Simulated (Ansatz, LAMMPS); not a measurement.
# A frame of liquid (Na,Rb,K)(I,Br) from 1100 K (82 atoms): geometry optimisation

Wanted: the relaxed structure of a frame of liquid (Na,Rb,K)(I,Br) from 1100 K (82 atoms) and its electronic structure.

Method: Kohn-Sham DFT, PBE, PAW (set soft_2, large core), plane waves, in Ansatz 0.2.0.

## (1) Starting point

The cell holds 82 atoms: 10 Na, 14 Rb, 17 K, 24 I and 17 Br. Cell: a = 16.004 Å, b = 16.004 Å, c = 16.004 Å, α = 90.0°, β = 90.0°, γ = 90.0°. 82 atoms (10 Na, 14 Rb, 17 K, 24 I, 17 Br) placed at random at 2.63 g/cm³, melted at 1800 K for 10 ps at fixed volume with the Lennard-Jones and Coulomb ion parameters for SPC/E (Joung and Cheatham, J. Phys. Chem. B 112, 9020 (2008)), full charges. Snapshot at the end of a hold of 20 ps at 1100 K and fixed volume.

Limits known from the start: The starting topology of bonds comes from the classical model. The ion parameters were fitted for water, not for melts, so the starting structure of this cell may lie well off the real melt's. Sampling is at Γ alone, for a cell whose shortest periodic width is 16 Å. No spin–orbit coupling is included, so levels derived from the heavy atoms are approximate.

## (2) Single point at the start

The forces at the start show how far the geometry lies from a minimum of this functional.

The input, input.yaml:

```yaml
crystal:
  lattice:
    - [16.0044, 0.0, 0.0]
    - [0.0, 16.0044, 0.0]
    - [0.0, 0.0, 16.0044]
  atoms:
    - { symbol: Na, position: [0.63814, 0.37758, 0.72607] }
    - { symbol: Na, position: [0.87774, 0.21765, 0.47231] }
    - { symbol: Na, position: [0.62413, 0.16237, 0.60018] }
    - { symbol: Na, position: [0.07569, 0.42785, 0.53494] }
    [... 72 atom lines left out ...]
    - { symbol: Br, position: [0.27268, 0.61381, 0.26821] }
    - { symbol: Br, position: [0.2003, 0.73952, 0.9641] }
    - { symbol: Br, position: [0.04922, 0.48861, 0.37616] }
    - { symbol: Br, position: [0.02228, 0.09999, 0.47926] }
    - { symbol: Br, position: [0.32903, 0.0471, 0.35169] }
    - { symbol: Br, position: [0.201, 0.14229, 0.73783] }
kpoints:
  mp_grid: { grid: [1, 1, 1] }
hamiltonian:
  xc: pbe
  pseudopotentials: { kind: paw, core: large }
scf:
  occupations: { method: fermi_dirac, width: 0.025 }
output:
  forces: true
  stress: true
  populations: true
  dos:
    method: { smearing: { sigma: 0.08 } }
    de: 0.1
    projected: { site_lists: { Br: [Br], I: [I], K: [K], Na: [Na], Rb: [Rb] } }
  eigenvalues: true
```

Command:

```sh
$ ansatz run input.yaml --threads 4 --pin off --max-ram 8192MiB --backend cpu --events-out ev --progress --plain --runs-dir out
```

Elapsed: 76 s, on 4 threads of Arm Neoverse V1, shared host; peak memory 4.7 GiB; 4.9 min of CPU time.

The program notes that potentials were chosen by core size.

Numbers from this run:

- free energy: -258201.6859 eV
- free energy per atom: -3148.8010 eV/atom
- SCF cycles: 11
- pressure: 0.3284 GPa
- r.m.s. force component: 0.301 eV/Å
- longest force: 1.076 eV/Å
- Fermi energy: 2.149 eV
- gap (highest filled to lowest empty level): 2.484 eV
- spilling of the projection: 0.0034

The r.m.s. force component of 0.30 eV/Å and the pressure of 0.33 GPa set the starting point.

Length of the force by element:

```csv
element,coordination,atoms,mean length of the force (eV/Å),spread,least,most
Br,all,17,0.375,0.168,0.120,0.821
I,all,24,0.510,0.278,0.141,1.06
K,all,17,0.396,0.204,0.0513,0.758
Na,all,10,0.419,0.314,0.109,1.02
Rb,all,14,0.535,0.294,0.07,1.08
```

## (3) Cell and atoms relaxed

Cell and atoms are freed together, to release stress as well as forces.

input.yaml, the sections that differ from step 2:

```yaml
output:
  forces: true
relax:
  f_tol: 0.03
  max_steps: 104
  cell: {}
# crystal, kpoints, hamiltonian, scf: as in step 2
```

Run time: 31 min. Hardware: 4 threads; peak memory 4.8 GiB.

The steps of the relaxation (22 of 38):

```csv
step,energy less that of the first step (eV),largest force component (eV/Å),pressure (GPa),volume (Å³)
1,0.0000,0.9798,0.33,4099.38
3,-4.2654,0.2264,-0.04,4071.49
5,-5.7813,0.1507,-0.02,3970.39
6,-6.2176,0.0946,0.00,3932.86
8,-6.7396,0.0765,0.00,3887.82
10,-7.0150,0.0732,0.00,3871.51
12,-7.2564,0.0706,0.00,3865.47
13,-7.3644,0.0470,0.01,3859.52
15,-7.5064,0.0925,0.00,3849.66
17,-7.5876,0.1022,-0.01,3842.25
19,-7.6867,0.0837,0.01,3844.31
20,-7.7082,0.0368,0.00,3848.47
22,-7.7545,0.0528,0.00,3856.27
24,-7.8052,0.0361,0.00,3852.89
26,-7.8668,0.0692,-0.01,3848.21
27,-7.8980,0.0663,0.00,3844.89
29,-7.9370,0.0707,0.00,3855.12
31,-7.9746,0.0220,0.00,3855.74
33,-8.0026,0.0356,0.00,3859.19
34,-8.0223,0.0267,0.00,3862.04
36,-8.0315,0.0576,0.00,3867.80
38,-8.0377,0.0116,0.00,3866.08
```

Relaxation steps 30, 36 were tried and not accepted.

```csv
cell as run,before,after,change
a (Å),16.004,16.436,+2.7 %
b (Å),16.004,15.042,-6.0 %
c (Å),16.004,15.712,-1.8 %
α (°),90.00,87.33,-3.0 %
β (°),90.00,88.31,-1.9 %
γ (°),90.00,94.54,+5.0 %
volume (Å³/atom),49.99,47.15,-5.7 %
```

The atoms that moved most (Å, as changes of fractional coordinates times the final cell):

```csv
atom,dx,dy,dz,length
I64,-1.964,0.157,1.198,2.306
I51,-0.005,-1.616,1.010,1.906
K37,1.714,-0.582,-0.563,1.895
K26,-1.500,-0.786,0.781,1.865
Br66,0.832,-0.689,-1.473,1.827
Rb13,-0.791,-1.187,0.625,1.558
Rb12,0.373,0.364,1.415,1.508
I46,-1.275,-0.588,-0.432,1.469
```

The relaxation changed the energy by -98.0 meV/atom, and atoms moved by 0.93 Å r.m.s., 2.3 Å at most.

## (4) Distances and neighbours after relaxation

Bonds before and after, by the cutoffs listed below:

```csv
pair,bonds before,bonds after,mean before (Å),mean after (Å),spread before (Å),spread after (Å)
I-K,38,49,3.550,3.619,0.264,0.134
I-Rb,46,50,3.678,3.711,0.288,0.131
I-Na,20,24,3.184,3.162,0.250,0.093
Br-K,33,39,3.373,3.342,0.225,0.138
Br-Na,18,20,3.001,2.927,0.215,0.095
```

Density 2.79 g/cm³, 47.15 Å³ an atom.

Pair distribution functions g(r), in bins of 0.2 Å:

```csv
r (Å),total,I-I,I-Br,I-K,I-Rb,I-Na,Br-Br
2.80,0.56,0.00,0.00,0.00,0.00,0.00,0.00
3.00,0.80,0.00,0.00,0.00,0.00,4.83,0.00
3.20,1.59,0.00,0.00,0.00,0.00,9.43,0.00
3.40,1.54,0.00,0.00,2.86,0.76,1.16,0.00
3.60,2.29,0.00,0.00,8.16,8.39,0.00,0.00
3.80,1.15,0.00,0.00,2.90,6.06,0.00,0.71
4.00,0.68,0.32,0.46,0.23,1.46,0.00,1.98
4.20,0.67,0.29,0.85,0.42,0.26,0.00,0.59
4.40,1.06,1.91,2.73,0.20,0.00,0.00,2.16
4.60,1.17,0.74,2.16,0.18,0.21,0.00,3.00
4.80,1.12,3.02,1.47,0.17,0.78,0.00,2.81
5.00,1.11,1.71,3.32,0.15,0.36,0.00,2.58
5.20,0.97,1.80,1.27,0.28,0.51,0.47,0.39
5.40,0.99,1.46,1.18,0.77,0.61,1.33,0.36
5.60,0.87,1.35,1.69,0.24,0.44,1.03,0.00
5.80,0.84,1.26,0.78,0.56,0.68,0.95,0.65
6.00,0.78,0.89,0.53,1.06,0.37,1.24,0.89
6.20,0.80,1.10,0.59,0.98,0.24,0.83,0.27
6.40,1.05,0.66,0.74,1.38,0.78,0.46,1.56
6.60,1.01,0.98,0.78,1.04,1.17,1.77,1.45
6.80,1.32,0.92,0.97,1.71,1.69,2.63,0.69
7.00,1.08,0.67,0.85,1.46,0.66,1.04,0.88
7.20,1.27,0.93,0.81,0.94,2.29,2.09,0.83
7.40,1.02,0.59,0.90,1.17,1.42,1.05,0.57
```

Bonds by pair of elements; cutoffs follow the first minimum of g(r), held within bounds set by covalent radii, and pairs that aren't listed don't count as bonded:

```csv
pair A-B,cutoff (Å),bonds,mean length (Å),spread (Å),shortest (Å),B about A,A about B
I-K,4.13,49,3.62,0.134,3.39,2.04,2.88
I-Rb,4.2,50,3.71,0.131,3.47,2.08,3.57
I-Na,3.73,24,3.16,0.093,3.03,1,2.4
Br-K,3.88,39,3.34,0.138,3.15,2.29,2.29
Br-Rb,3.98,25,3.54,0.137,3.32,1.47,1.79
Br-Na,3.58,20,2.93,0.095,2.81,1.18,2
```

The cutoff for Br-Rb falls short of the minimum of g(r), so counts run low and odd coordinations can be artefacts.

How many atoms have how many bonded neighbours:

```csv
element,mean,4,5,6
Br,4.94,5,8,4
I,5.12,3,15,6
K,5.18,2,10,5
Na,4.4,6,4,0
Rb,5.36,1,7,6
```

Bond angles, per cent of each kind in bins of 5°:

```csv
angle (°),K-I-Rb,Br-K-I,Br-Rb-I,I-Rb-I,I-K-I
65–70,1.1,1.1,4.9,1.5,3.5
70–75,8.8,3.4,8.6,13.0,6.9
75–80,13.2,9.1,13.6,8.7,5.2
80–85,12.1,8.0,12.3,7.2,10.3
85–90,9.9,12.5,11.1,10.1,17.2
90–95,7.7,20.5,6.2,4.3,5.2
95–100,5.5,8.0,6.2,10.1,1.7
100–105,2.2,3.4,3.7,4.3,12.1
105–110,3.3,3.4,2.5,7.2,5.2
110–115,2.2,3.4,2.5,1.5,3.5
115–120,6.6,2.3,0.0,4.3,6.9
120–125,0.0,2.3,3.7,5.8,5.2
125–130,4.4,3.4,2.5,1.5,0.0
130–135,2.2,2.3,2.5,0.0,0.0
135–140,4.4,0.0,3.7,2.9,1.7
140–145,1.1,1.1,2.5,2.9,1.7
145–150,5.5,5.7,3.7,2.9,0.0
150–155,3.3,1.1,3.7,5.8,1.7
155–160,3.3,1.1,4.9,1.5,5.2
160–165,0.0,2.3,1.2,0.0,5.2
165–170,2.2,3.4,0.0,0.0,0.0
170–175,1.1,2.3,0.0,1.5,1.7
175–180,0.0,0.0,0.0,2.9,0.0
```

Bond angles (no mean is given where the spread exceeds 20°):

```csv
angle,count,mean (°),spread (°)
K-I-Rb,91,-,-
Br-K-I,88,-,-
Br-Rb-I,81,-,-
I-Rb-I,69,-,-
I-K-I,58,-,-
```

Bond length by coordination (bonds to H left out):

```csv
element,coordination,atoms,mean bond length (Å)
Br,4,5,3.16
Br,5,8,3.32
Br,6,4,3.40
I,4,3,3.44
I,5,15,3.55
I,6,6,3.64
K,4,2,3.47
K,5,10,3.50
K,6,5,3.50
Na,4,6,2.96
Na,5,4,3.16
Rb,4,1,3.59
Rb,5,7,3.66
Rb,6,6,3.66
```

For some of the pairs, g(r) has its first main peak near 3.6 Å (I-K), 3.7 Å (I-Rb) and 3.1 Å (I-Na).

## (5) Single point at the relaxed geometry

One more single point at the end of the walk gives the fuller output and checks the residual forces.

The input, input.yaml:

```yaml
crystal:
  lattice:
    - [16.42259, -0.62573, 0.24392]
    - [-0.62573, 15.02494, 0.36312]
    - [0.24392, 0.36312, 15.70587]
  atoms:
    - { symbol: Na, position: [0.61046, 0.38741, 0.72122] }
    - { symbol: Na, position: [0.91181, 0.19157, 0.47995] }
    - { symbol: Na, position: [0.63511, 0.13893, 0.55927] }
    - { symbol: Na, position: [0.06169, 0.44517, 0.54692] }
    [... 72 atom lines left out ...]
    - { symbol: Br, position: [0.27359, 0.61918, 0.2567] }
    - { symbol: Br, position: [0.15513, 0.73443, 0.01346] }
    - { symbol: Br, position: [0.07615, 0.52334, 0.3774] }
    - { symbol: Br, position: [0.0485, 0.08212, 0.49128] }
    - { symbol: Br, position: [0.34408, 0.08358, 0.32809] }
    - { symbol: Br, position: [0.25932, 0.12956, 0.71055] }
kpoints:
  mp_grid: { grid: [1, 1, 1] }
hamiltonian:
  xc: pbe
  pseudopotentials: { kind: paw, core: large }
scf:
  occupations: { method: fermi_dirac, width: 0.025 }
output:
  forces: true
  stress: true
  populations: intrinsic
  dos:
    method: { smearing: { sigma: 0.08 } }
    de: 0.1
    projected: { site_lists: { Br: [Br], I: [I], K: [K], Na: [Na], Rb: [Rb] } }
  eigenvalues: true
  write_density: true
  write_potential: true
  volumetric_format: npy
```

It took 91 s on 4 threads; peak memory 4.6 GiB.

The program notes that the exchange-correlation potential is rough where the density is thin.

Read from the output:

```yaml
free_energy: -258209.7236 eV
free_energy_per_atom: -3148.8991 eV/atom
scf_cycles: 10
pressure: 0.002807 GPa
r_m_s_force_component: 0.00317 eV/Å
longest_force: 0.01376 eV/Å
fermi_energy: 2.431 eV
spacing_of_highest_filled_and_lowest_empty_level: 3.146 eV
```

Intrinsic-atomic-orbital charges by element:

```csv
element,coordination,atoms,mean charge (e),spread,least,most
Br,all,17,-0.736,0.0153,-0.764,-0.707
I,all,24,-0.708,0.0177,-0.735,-0.669
K,all,17,0.734,0.0112,0.711,0.756
Na,all,10,0.654,0.0107,0.635,0.671
Rb,all,14,0.748,0.0105,0.734,0.774
```

Density of states as counts of states in windows of 1 eV (from the Fermi level), total and the larger projections:

```csv
from (eV),to (eV),total,I p,Br p,I s,Rb p,K p
-14,-13,26.1,0.0,0.1,0.1,0.0,22.6
-13,-12,46.4,0.0,0.0,40.6,3.2,0.4
-12,-11,85.6,0.3,0.2,4.8,80.0,0.0
-11,-10,0.1,0.0,0.0,0.0,0.0,0.0
-10,-4,0.0,0.0,0.0,0.0,0.0,0.0
-4,-3,45.4,10.1,30.9,0.1,0.1,0.1
-3,-2,176.7,105.3,65.0,0.1,0.4,0.2
-2,-1,23.9,21.5,2.0,0.0,0.0,0.0
-1,1,0.0,0.0,0.0,0.0,0.0,0.0
1,2,2.0,0.0,0.0,0.2,0.0,0.0
2,3,12.1,0.7,0.3,0.6,0.0,0.0
3,4,64.2,2.0,1.1,0.7,0.1,0.0
```

The curve was stored every 0.100 eV, coarse against its broadening of 0.08 eV, so these counts are rough.

Between -26 and -14 eV lie 170 more states.

The stored curve holds about 574 of the 656 electrons; the rest, give or take the few that broadening carries across the Fermi level, lie in deeper levels below its range.

The levels nearest the highest filled one (over half full), pooled over k-points and spins:

```csv
level less the highest filled one (eV),occupation
-0.344,2
-0.33,2
-0.308,2
-0.265,2
-0.252,2
0,2
3.15,0
4.15,0
4.15,0
4.19,0
4.28,0
4.35,0
```

Mean intrinsic-atomic-orbital charges: Br -0.74, I -0.71, K +0.73, Na +0.65, Rb +0.75 e.

## (6) What came out

```yaml
energy_change_in_the_relaxation: -98.02 meV/atom
r_m_s_displacement: 0.927 Å
largest_displacement: 2.306 Å
free_energy_per_atom: -3148.8991 eV/atom
pressure: 0.002807 GPa
r_m_s_force_component: 0.00317 eV/Å
spacing_of_highest_filled_and_lowest_empty_level: 3.146 eV
wall_time_of_the_3_dft_runs: 33 min
```

**Reading.** Relaxation lowers the energy by 98.0 meV/atom and moves atoms by 0.93 Å r.m.s.; the r.m.s. force component goes from 0.30 to 0.0032 eV/Å, the pressure goes from 0.33 to 0.0028 GPa, and the gap from 2.48 to 3.15 eV. Displacements are taken in the final cell, so they leave out its strain. The cell shrank by 5.7 % in volume. From the first step to the last the energy fell by 8.038 eV, and the largest move was 2.31 Å (I64). The Br-Na bonds go from 3.001 Å (spread 0.215) to 2.927 Å (spread 0.095), and their number from 18 to 20. The highest filled and lowest empty levels differ by 3.15 eV (at Γ alone); a semilocal functional tends to put such gaps too low. In a disordered cell it changes from sample to sample and from frame to frame.

**Limits.** The starting topology of bonds comes from the classical model; in DFT atoms moved by 0.93 Å r.m.s.

[Logs are printed without paths, hosts, clocks, repeated set-up lines and the standing remarks that a program may print on its own settings, such as how far it seeks lower states.]

[Hosts, paths, dates, database ids (printed as entryN), source tags and the programs' standing remarks are cut or masked in the printed files.]
